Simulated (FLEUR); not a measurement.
# Calculated records

```xyz
5
Lattice="3.727 0.000 0.000 0.000 3.727 0.000 0.000 0.000 3.727" Properties=species:S:1:pos:R:3 pbc="T T T" subject="ZnCo3C: which magnetic order is lowest" method="LDA (VWN); all-electron FLAPW, Dirac cores, scalar-relativistic bands" program="FLEUR MaX-R8.1" settings_of_one_run="kmax 4.4 1/bohr, gmax 13.2 1/bohr, muffin tin radii Zn: 2.66, Co: 2.19, C: 1.24 bohr, lmax Zn: [10, 8], Co: [8, 6], C: [6, 4], hist occupations, smearing width 0.03 eV, mixer Anderson, mixing 0.05, max iterations 90, stop 2.00e-5 me/bohr³, collinear spin, 8×8×8 k-mesh, mesh matched on, starting moments 0 2 2 -2 0 μB" cost="3 runs, 12 min in all on 2 MPI ranks of Arm Neoverse V1, shared host (the runs of this entry)" notes="The run is spin-polarised, with a total moment of 0.98 μB a cell. Only 3 starts were tried; other patterns of signs, canted and longer-period orders were not." lowest_state_found="ferromagnetic (initial ferri ++-)" largest_site_spin_moment="0.359 μB" next_finished_state="non-magnetic, 6.11 meV a seeded atom higher" energy_gained_by_spin_polarisation="6.11 meV a seeded atom"
Zn    0.000    0.000    0.000
Co    0.000    1.863    1.863
Co    1.863    1.863    0.000
Co    1.863    0.000    1.863
C     1.863    1.863    1.863
```

[Logs and program files are shortened in this print: banners, set-up blocks, solver, clock and traceback lines can be left out without a mark of their own.]

[Logs are printed without paths, hosts, clocks, repeated set-up lines and the standing remarks that a program may print on its own settings, such as how far it seeks lower states.]

[Hosts, paths, dates, database ids (printed as entryN), source tags and the programs' standing remarks are cut or masked in the printed files.]

[Where a cell is said to come from a database of computed structures, the database is the Materials Project.]
